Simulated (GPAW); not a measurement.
Computed results, one entry a study.

## PbF2 (Fluorocronite): G0W0 with GPAW, start to end

Symmetry: Fm-3m, No. 225, cubic system. The conventional cell has a = 5.927 Å, b = 5.927 Å, c = 5.927 Å, α = 90.00°, β = 90.00°, γ = 90.00°. Nearest to Pb lie 8 F at 2.57 Å. F has 4 Pb at 2.57 Å nearest. Farther neighbours and most contacts between anions are not listed.

```
Pb F
1.0
     0.00000    2.96366    2.96366
     2.96366    0.00000    2.96366
     2.96366    2.96366    0.00000
Pb F
1 2
Direct
  0.00000 0.00000 0.00000
  0.25000 0.25000 0.25000
  0.75000 0.75000 0.75000
```

```yaml
method: DFT, PBE, plane waves, PAW (and 1 further level or step)
program: GPAW 26.7.0
settings_of_one_run: cutoff 600 eV, GPAW PAW setups 1.2.1 data release, 4×4×4 k-mesh, nbands 344
cost: 3 runs, 69 s in all on 4 MPI ranks of Arm Neoverse V2, shared host (the runs of this entry)
notes: The database entry behind the starting cell differs from later determinations by our own check (0.1 to 0.3 % short, probably kX units). The cell and positions come from the Crystallography Open Database and are kept as given unless a step says otherwise. This is not the form that PbF2 usually takes at ambient conditions. Limits: no spin-orbit coupling. Bands and cutoff are finite, so the gap is not at the basis limit. The miss can reach some tenths of an eV and take either sign; the mesh is an error of its own. The 4×4×4 mesh is coarse for this cell, which bears on the long-range parts of exchange and screening.
pbe_gap: 4.35 eV, indirect
g0w0_gap_on_the_mesh: 6.04 eV
gw_settings: 4×4×4 mesh, 155 bands, screening to 120 eV, Godby-Needs plasmon pole
known_limits: not at the basis limit; no spin-orbit coupling; coarse k mesh
```

G0W0 moves the gap on the mesh from 4.35 eV to 6.04 eV (+1.69 eV), with Z of 0.79 and 0.86 at the edges. Only 3 of the mesh's irreducible points were corrected, so a valley elsewhere could overtake.

[Paths, hosts, dates, memory and timing lines, banners, echoed tables and standing remarks are left out of the program output.]

[Logs are printed without paths, hosts, clocks, repeated set-up lines and the standing remarks that a program may print on its own settings, such as how far it seeks lower states.]

[Runs of the session that timed out or met a known fault of the program may be left out.]

[Hosts, paths, dates, database ids (printed as entryN), source tags and the programs' standing remarks are cut or masked in the printed files.]
